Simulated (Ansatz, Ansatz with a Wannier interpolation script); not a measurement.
# From a coarse GW mesh to bands everywhere: MoS2 (P6_3/mmc), part 2 of 2

Aim: the G0W0 bands of MoS2 (P6_3/mmc) along the symmetry lines, with the gap off the mesh.

Ansatz 0.2.0; PBEsol, Wannier functions and G0W0, plane waves, PAW. Known limits of the many-body steps: not at the basis limit; no spin-orbit coupling; coarse k mesh.

So far. Step 2 (PBEsol bands): The gap is indirect, with the least direct gap 0.81 eV higher. Step 3 (Wannier functions (Mo:4d S:3p) on 12×12×4): Near the gap the model misses directly solved bands by 0.2 meV r.m.s. and by 3 meV at most in the window tested. This tests the starting bands, not the corrections carried with them.

The database entry behind the starting cell differs from later determinations by our own check (about 0.3 % long), so it need not match the best structure at ambient conditions.

### Step 4. G0W0 at every point of the mesh: 6×6×2 mesh, 447 empty bands, screening to 150 eV

Now the one-shot GW correction: screening in the RPA, then the self-energy of the levels asked for.

This step: G0W0 on PBEsol, plane waves, PAW.

The input, input.yaml:

```yaml
crystal:
  lattice:
    - [3.169, 0.0, 0.0]
    - [-1.5845, 2.7444345046, 0.0]
    - [0.0, 0.0, 12.324]
  atoms:
    - { symbol: Mo, position: [0.3333333333, 0.6666666667, 0.25] }
    - { symbol: Mo, position: [0.6666666667, 0.3333333333, 0.75] }
    - { symbol: S, position: [0.3333333333, 0.6666666667, 0.623] }
    - { symbol: S, position: [0.6666666667, 0.3333333333, 0.123] }
    - { symbol: S, position: [0.3333333333, 0.6666666667, 0.877] }
    - { symbol: S, position: [0.6666666667, 0.3333333333, 0.377] }
kpoints:
  mp_grid: { grid: [6, 6, 2] }
hamiltonian:
  xc: pbesol
scf:
  occupations: { method: fixed }
gw:
  n_empty_bands: 447
  ecut_chi: 150.0
  qp_bands: [v14, c6]
  screening: { model: contour_deformation }
```

On the command line:

```
ansatz run input.yaml --threads 2 --pin off --max-ram 92160MiB --backend cuda --events-out ev --progress --plain --runs-dir out --devices 1 --max-vram 13GiB  # rebuilt from the run's record
```

Numbers of over 12 decimals in the logs are rounded to 6 here.

Log:

```text
GPUs: using 1 of 1 available (devices: 1).
[...]
GPU FFT provider: cuFFT
GPU libraries: cuBLAS 13.8.2, cuFFT 12.4.0, cuSOLVER 12.3.4
Crystal: 6 atoms, lattice volume = 107.183 Å³
Basis set: ecut = 420 eV, 2081 PW (Γ)
Bands: 32, of which v1, the nominal top of the filled ones, is band 26 counted from 1 (25 counted from 0)
Symmetry: 24 space group operations
[...]
k-points: 14 of 72
[...]
GPU buffer pool allocated for 51840 grid points (all kernels)
[...]
SCF iter   1: F=—  HF=-13340.308826 eV  |F-HF|=—  |Δ(HF+E_count)|=         —  Δρ=6.62e-3  dr2=3.27e-2  ethr=1.77e-3  ⟨swp⟩=5.0  Hψ=1661  notcnv=0  defer=43
[...]
SCF iter   7: F=-13340.313605 eV  HF=-13340.313605 eV  |F-HF|=1.35e-8  |Δ(HF+E_count)|=   3.50e-7  Δρ=3.60e-6  dr2=1.77e-8  ethr=1.92e-10  ⟨swp⟩=5.9  Hψ=1467  notcnv=0
SCF 1 converged in 7 iterations: F = -13340.313605 eV  dr2 = 1.77e-8
[...]
NSCF: frozen V_eff on 14 k-points, pencils in batches of 32, up to order 128
[...]
G₀W₀ screening: q 1/14
[... further progress lines ...]
SCF converged after 7 iterations
Free energy (F): -13340.313605 eV
[...]
Internal energy: -13340.313605 eV  (E = F + TS)
E sigma→0 (E₀):  -13340.313605 eV
Fermi energy:    10.814646 eV
[...]
--- Band table (eV; the first three rows and the last of 14) ---
  k-point 0: bands = [... 22 lower, 8.6788, 9.6282, 9.6418, 10.8146, 12.9067, 12.9067, 12.9343, 12.9343, ... 2 higher]
  k-point 1: bands = [... 22 lower, 8.6554, 8.6554, 10.5457, 10.5457, 12.9122, 12.9122, 12.9122, 12.9122, ... 2 higher]
  k-point 2: bands = [... 22 lower, 8.7477, 9.5986, 9.6662, 10.0339, 12.2806, 12.6458, 12.6679, 12.8682, ... 2 higher]
  k-point 13: bands = [... 22 lower, 7.9496, 7.9496, 10.1009, 10.1009, 11.8482, 11.8482, 13.0669, 13.0669, ... 2 higher]
--- G₀W₀: contour deformation, 7 samples at zero and on the imaginary axis and 3 off it, 72 q-points, 447 empty bands' worth ---
  eigenvalues of the whole cell's RPA ε∞ on this k-mesh (on a slab, of 1 + 4πα/V) = 6.4672, 15.1734, 15.1734; static W/v taken at q = 0 is 0.069174
  bands read: the sum over 473 bands ends inside a degenerate multiplet in 7 slots, whose members it reads at an even weight; the widest, k=1: bands 473 to 474 (counted from 1) at 1/2 each
    ik  band        ε_KS         Σx   Σc(E_QP)       V_xc       Z   E_QP_lin       E_QP  E_QP is
     0    13      3.9022   -18.7554     4.5323   -14.0060  0.6573     3.6859     3.6850  root
     0    14      4.9560   -19.3725     3.8885   -15.2850  0.7121     4.7561     4.7570  root
     0    15      7.2812   -17.3788     2.9635   -13.9598  0.7001     6.8183     6.8258  root
     0    16      7.5286   -20.4143     2.3904   -17.9371  0.6974     7.4417     7.4419  root
     0    17      7.5286   -20.4143     2.3904   -17.9371  0.6974     7.4417     7.4419  root
     0    18      7.5417   -20.4144     2.3713   -17.9600  0.6975     7.4583     7.4585  root
     0    19      7.5417   -20.4144     2.3713   -17.9600  0.6975     7.4583     7.4585  root
     0    20      8.6321   -20.2130     1.4701   -18.6088  0.7356     8.4977     8.4980  root
     0    21      8.6321   -20.2130     1.4701   -18.6088  0.7356     8.4977     8.4980  root
     0    22      8.6788   -20.2653     1.4244   -18.7174  0.7363     8.5550     8.5553  root
     0    23      8.6788   -20.2653     1.4244   -18.7174  0.7363     8.5550     8.5553  root
     0    24      9.6282   -18.6022     0.9674   -17.5896  0.7293     9.5828     9.5829  root
     0    25      9.6418   -18.4880     1.9163   -16.1150  0.7457     9.1814     9.1850  root
     0    26     10.8146   -19.6766     0.4401   -19.1787  0.7369    10.7569    10.7569  root
[...]
13    28     11.8482   -16.0492    -4.0517   -20.5616  0.7320    12.3124    12.3088  root
    13    29     13.0669   -12.4794    -4.7270   -17.6351  0.7431    13.4999    13.4957  root
    13    30     13.0669   -12.4794    -4.7270   -17.6351  0.7431    13.4999    13.4957  root
    13    31     13.6835   -15.1214    -5.2656   -20.7694  0.6921    14.0730    14.0658  root
    13    32     13.6835   -15.1214    -5.2656   -20.7694  0.6921    14.0730    14.0658  root
```

It took 43 s on 1 × NVIDIA H100 80GB HBM3 (shared by 6 runs) with 2 threads of AMD EPYC 7R13 (Zen 3), shared host; peak memory 1.6 GiB; 65 s of CPU time.

Numbers from this step:

```
bands summed                                 : 473
RPA ε∞ on this mesh (eigenvalues)            : 6.467, 15.17, 15.17
plane waves in the screening matrix          : 463
q-points in the mesh                         : 72
G0W0 gap on the mesh                         : 1.227 eV
k of the valence top                         : 0, 0, 0
k of the conduction bottom                   : 0.1667, 0.1667, 0
starting gap on the mesh                     : 0.8427 eV
Z at the valence top                         : 0.7369
Z at the conduction bottom                   : 0.7481
least direct G0W0 gap on the computed points : 2.080 eV
```

The gap on the mesh goes from 0.84 eV to 1.23 eV, a correction of +0.38 eV. Between the two edge states, bare exchange in place of the xc potential would open the gap by 4.76 eV, and correlation takes back 4.37 eV.

### Step 5. Interpolating the corrections

A script adds the corrections, carried to the Wannier functions and back, to the PBEsol levels, along the path and on a 26×26×4 mesh.

```
G0W0 gap over the zone     : 1.223 eV
valence top at             : Γ
starting gap over the zone : 0.8294 eV
least direct G0W0 gap      : 2.080 eV
G0W0 gap on the mesh       : 1.227 eV
valence width, start       : 6.912 eV
valence width, G0W0        : 7.072 eV
gap by a rigid shift       : 1.214 eV
```

Levels solved directly plus the interpolated quasiparticle correction. Limits: finite bands, cutoff and mesh; no spin-orbit coupling. Quasiparticle bands along the path, in eV, zero at the valence-band top of each set:

| point | band 23 | band 24 | band 25 | band 26 | band 27 | band 28 |
| --- | --- | --- | --- | --- | --- | --- |
| Γ | -2.20 | -1.57 | -1.17 | 0.00 | 2.51 | 2.51 |
| halfway | -2.56 | -1.97 | -1.52 | -1.39 | 1.57 | 2.03 |
| M | -2.04 | -1.83 | -1.61 | -1.39 | 2.21 | 2.25 |
| halfway | -3.08 | -2.69 | -1.14 | -0.89 | 1.94 | 2.05 |
| K | -2.98 | -2.98 | -0.71 | -0.53 | 1.55 | 1.55 |
| halfway | -2.18 | -1.94 | -1.49 | -1.43 | 1.23 | 2.06 |
| Γ | -2.20 | -1.57 | -1.17 | 0.00 | 2.51 | 2.51 |
| halfway | -2.21 | -2.15 | -0.73 | -0.08 | 2.51 | 2.51 |
| A | -2.23 | -2.23 | -0.32 | -0.32 | 2.51 | 2.51 |
| halfway | -2.38 | -2.38 | -1.45 | -1.45 | 1.95 | 1.95 |
| L | -1.94 | -1.94 | -1.49 | -1.49 | 2.22 | 2.22 |
| halfway | -2.93 | -2.93 | -1.01 | -1.01 | 1.98 | 1.98 |
| H | -3.15 | -3.15 | -0.63 | -0.63 | 1.55 | 1.55 |
| halfway | -2.12 | -2.12 | -1.46 | -1.46 | 1.61 | 1.61 |
| A | -2.23 | -2.23 | -0.32 | -0.32 | 2.51 | 2.51 |
| jump to L | -1.94 | -1.94 | -1.49 | -1.49 | 2.22 | 2.22 |
| halfway | -2.01 | -1.86 | -1.57 | -1.42 | 2.21 | 2.24 |
| M | -2.04 | -1.83 | -1.61 | -1.39 | 2.21 | 2.25 |
| jump to H | -3.15 | -3.15 | -0.63 | -0.63 | 1.55 | 1.55 |
| halfway | -3.06 | -3.06 | -0.69 | -0.56 | 1.55 | 1.55 |
| K | -2.98 | -2.98 | -0.71 | -0.53 | 1.55 | 1.55 |

The same for PBEsol:

| point | band 23 | band 24 | band 25 | band 26 | band 27 | band 28 |
| --- | --- | --- | --- | --- | --- | --- |
| Γ | -2.14 | -1.19 | -1.17 | 0.00 | 2.09 | 2.09 |
| M | -1.73 | -1.52 | -1.43 | -1.30 | 1.59 | 1.64 |
| K | -2.69 | -2.69 | -0.79 | -0.62 | 1.03 | 1.03 |
| Γ | -2.14 | -1.19 | -1.17 | 0.00 | 2.09 | 2.09 |
| A | -2.16 | -2.16 | -0.27 | -0.27 | 2.10 | 2.10 |
| L | -1.62 | -1.62 | -1.36 | -1.36 | 1.61 | 1.61 |
| H | -2.87 | -2.87 | -0.71 | -0.71 | 1.03 | 1.03 |
| A | -2.16 | -2.16 | -0.27 | -0.27 | 2.10 | 2.10 |
| L | -1.62 | -1.62 | -1.36 | -1.36 | 1.61 | 1.61 |
| M | -1.73 | -1.52 | -1.43 | -1.30 | 1.59 | 1.64 |
| H | -2.87 | -2.87 | -0.71 | -0.71 | 1.03 | 1.03 |
| K | -2.69 | -2.69 | -0.79 | -0.62 | 1.03 | 1.03 |

Corrections by starting level (eV, on the run's own energy scale, so only their differences matter):

| start | correction |
| --- | --- |
| -6.91 | −0.22 |
| -6.03 | −0.24 |
| -5.41 | −0.29 |
| -4.65 | −0.28 |
| -4.20 | −0.30 |
| -3.56 | −0.24 |
| -2.93 | −0.34 |
| -2.66 | −0.26 |
| -2.14 | −0.12 |
| -1.64 | −0.10 |
| -1.15 | −0.44 |
| -0.62 | +0.03 |
| 0.84 | +0.33 |
| 1.36 | +0.40 |
| 1.67 | +0.34 |
| 2.10 | +0.36 |
| 2.25 | +0.44 |
| 3.16 | +0.38 |

### Step 6. PBEsol+SOC bands, for comparison

The many-body steps leave out spin-orbit coupling, so its effect is taken from a two-component run, with twice the bands.

This step: DFT, PBEsol with spin-orbit coupling, plane waves, PAW.

input.yaml, the sections that differ from step 4:

```yaml
kpoints:
  mp_grid: { grid: [6, 6, 2] }
  band_path:
    path:
      - [[0.0, 0.0, 0.0], [0.5, 0.0, 0.0], [0.33333333, 0.33333333, 0.0], [0.0, 0.0, 0.0], [0.0, 0.0, 0.5], [0.5, 0.0, 0.5], [0.33333333, 0.33333333, 0.5], [0.0, 0.0, 0.5]]
      - [[0.5, 0.0, 0.5], [0.5, 0.0, 0.0]]
      - [[0.33333333, 0.33333333, 0.5], [0.33333333, 0.33333333, 0.0]]
    npoints: 10
scf:
  occupations: { method: fermi_dirac, width: 0.02 }
  n_extra_bands: 12
magnetization:
  noncollinear: true
  spin_orbit: true
output:
  eigenvalues: true
  forces: true
  stress: true
# crystal, hamiltonian: as in step 4
# gw: removed
```

Log:

```text
[...]
GPUs: using 1 of 1 available (devices: 1).
[...]
non-collinear run that drives no moment, with spin-orbit: no starting moment large enough to seed its density (crystal.atoms[].spin), no starting occupations that ask for one, no magnetisation constraint and no magnetic field, so the semilocal B_xc is pinned to zero
[...]
GPU FFT provider: cuFFT
GPU libraries: cuBLAS 13.8.2, cuFFT 12.4.0, cuSOLVER 12.3.4
Crystal: 6 atoms, lattice volume = 107.183 Å³
Basis set: ecut = 420 eV, 2081 PW (Γ), exchange–correlation on 48×48×180 points (8 copies of the dense FFT grid, shifted against one another)
Bands: 64, of which v1, the nominal top of the filled ones, is band 52 counted from 1 (51 counted from 0)
Symmetry: 24 space group operations + 24 with time reversal
[...]
k-points: 14 of 72
Projection manifold: j_resolved (fully-relativistic pseudo-atomic orbitals)
[...]
GPU buffer pool allocated for 51840 grid points (all kernels)
[...]
SCF iter   1: F=—  HF=-13344.244800 eV  |F-HF|=—  |Δ(HF+E_count)|=         —  Δρ=6.07e-2  dr2=4.92e0  dr2_m=0.00e0 (ungated)  ethr=3.10e-3  |M|=0.00e0 ∫|m|=0.00e0 μB  |m|>n=0.0e0 m-floor=0.0e0 τ_xc=0.0e0  β_m=0.30  ⟨swp⟩=6.0  Hψ=2137  notcnv=0
[...]
spin=Noncollinear: Resta preconditioning applied to the charge; magnetization (m_x, m_y, m_z) channels mix plain (no charge-response kernel on spin).
[...]
Absolute magnetization: 0.0000 μB (∫|m|)
  site 0: m = (+0.0000, +0.0000, +0.0000) μB, |m| = 0.0000 μB  (R = 0.99 Å)
  site 1: m = (+0.0000, +0.0000, +0.0000) μB, |m| = 0.0000 μB  (R = 0.99 Å)
  site 2: m = (+0.0000, +0.0000, +0.0000) μB, |m| = 0.0000 μB  (R = 0.99 Å)
  site 3: m = (+0.0000, +0.0000, +0.0000) μB, |m| = 0.0000 μB  (R = 0.99 Å)
  site 4: m = (+0.0000, +0.0000, +0.0000) μB, |m| = 0.0000 μB  (R = 0.99 Å)
  site 5: m = (+0.0000, +0.0000, +0.0000) μB, |m| = 0.0000 μB  (R = 0.99 Å)
Free energy (F): -13342.623844 eV
[...]
Internal energy: -13342.623844 eV  (E = F + TS)
E sigma→0 (E₀):  -13342.623844 eV
Fermi energy:    11.220417 eV
[...]
--- Forces (eV/Å), atoms counted from 1 ---
  atom   1  Mo    -0.00000000    -0.00000000     0.00000000
  atom   2  Mo    -0.00000000     0.00000000     0.00000000
  atom   3  S      0.00000000     0.00000000     0.30746726
  atom   4  S      0.00000000    -0.00000000     0.30746726
  atom   5  S      0.00000000     0.00000000    -0.30746726
  atom   6  S      0.00000000    -0.00000000    -0.30746726
  max |Σ_I F_I| component: 5.55e-17 eV/Å
--- Stress (GPa, compression-positive) ---
       -3.277959       0.000000      -0.000000
        0.000000      -3.277959       0.000000
       -0.000000       0.000000      -2.333664
  P = ⅓ Tr σ = -2.9632 GPa (-29.632 kbar)
--- Band table (eV; the first three rows and the last of 14) ---
  k-point 0: bands = [... 48 lower, 9.6414, 9.6414, 10.8197, 10.8197, 12.8651, 12.8651, 12.8934, 12.8934, ... 8 higher]
  k-point 1: bands = [... 48 lower, 10.5500, 10.5500, 10.5500, 10.5500, 12.8723, 12.8723, 12.8723, 12.8723, ... 8 higher]
  k-point 2: bands = [... 48 lower, 9.6682, 9.6682, 10.0376, 10.0376, 12.2798, 12.2798, 12.6431, 12.6431, ... 8 higher]
  k-point 13: bands = [... 48 lower, 10.0305, 10.0305, 10.1758, 10.1758, 11.8459, 11.8459, 11.8487, 11.8487, ... 8 higher]
[key lines of the parts left out:]
SCF converged after 8 iterations
Magnetization: |M| = 0.0000 μB,  M = (+0.0000, +0.0000, +0.0000) μB
```

Run time: 4.3 s. Hardware: 1 × NVIDIA H100 80GB HBM3 (shared by 6 runs) with 2 threads; peak memory 1.4 GiB.

Numbers from this step:

```yaml
pressure: -2.963 GPa
filled_bands: 52
gap: 0.8373 eV
valence_top_at: Γ
conduction_bottom_at: k = (0.167, 0.167, 0.000)
least_direct_gap: 1.619 eV
```

The gap stands −0.01 eV against PBEsol.

### Step 7. What came out

| Quantity | Value |
| --- | --- |
| PBEsol gap | 0.83 eV |
| G0W0 gap over the zone | 1.22 eV, indirect |
| least direct G0W0 gap, in the model | 2.08 eV |
| with the spin-orbit change | 1.22 eV |
| GW settings | 6×6×2 mesh, 447 empty bands, screening to 150 eV |
| known limits | not at the basis limit; no spin-orbit coupling; coarse k mesh |

The Wannier model follows the PBEsol bands to under 1 meV r.m.s. near the gap. The G0W0 gap over the zone is 1.22 eV, indirect, from Γ to k = (0.173, 0.173, 0.000); on the mesh alone it is 1.23 eV, nearly the same. The valence width in the model goes from 6.91 eV to 7.07 eV. PBEsol+SOC gives a gap of 0.84 eV on the same path, a spin-orbit change of −0.01 eV that would bring the G0W0 gap to 1.22 eV. Bands and cutoff are finite, so the gap is not at the basis limit. The miss can reach some tenths of an eV and take either sign; the mesh is an error of its own. Above the frozen window of the model the interpolated levels need not meet the computed ones, even at points of the mesh. The 6×6×2 mesh is coarse for this cell (its supercell is 19 Å along the shortest edge). The RPA ε∞ on it, from the PBEsol start, is 6.47 and 15.17; such meshes misread the long-range screening, most where the gap is narrow.

[Paths, hosts, dates, memory and timing lines, banners, echoed tables and standing remarks are left out of the program output.]

[Logs are printed without paths, hosts, clocks, repeated set-up lines and the standing remarks that a program may print on its own settings, such as how far it seeks lower states.]

[Runs of the session that timed out or met a known fault of the program may be left out.]

[Hosts, paths, dates, database ids (printed as entryN), source tags and the programs' standing remarks are cut or masked in the printed files.]
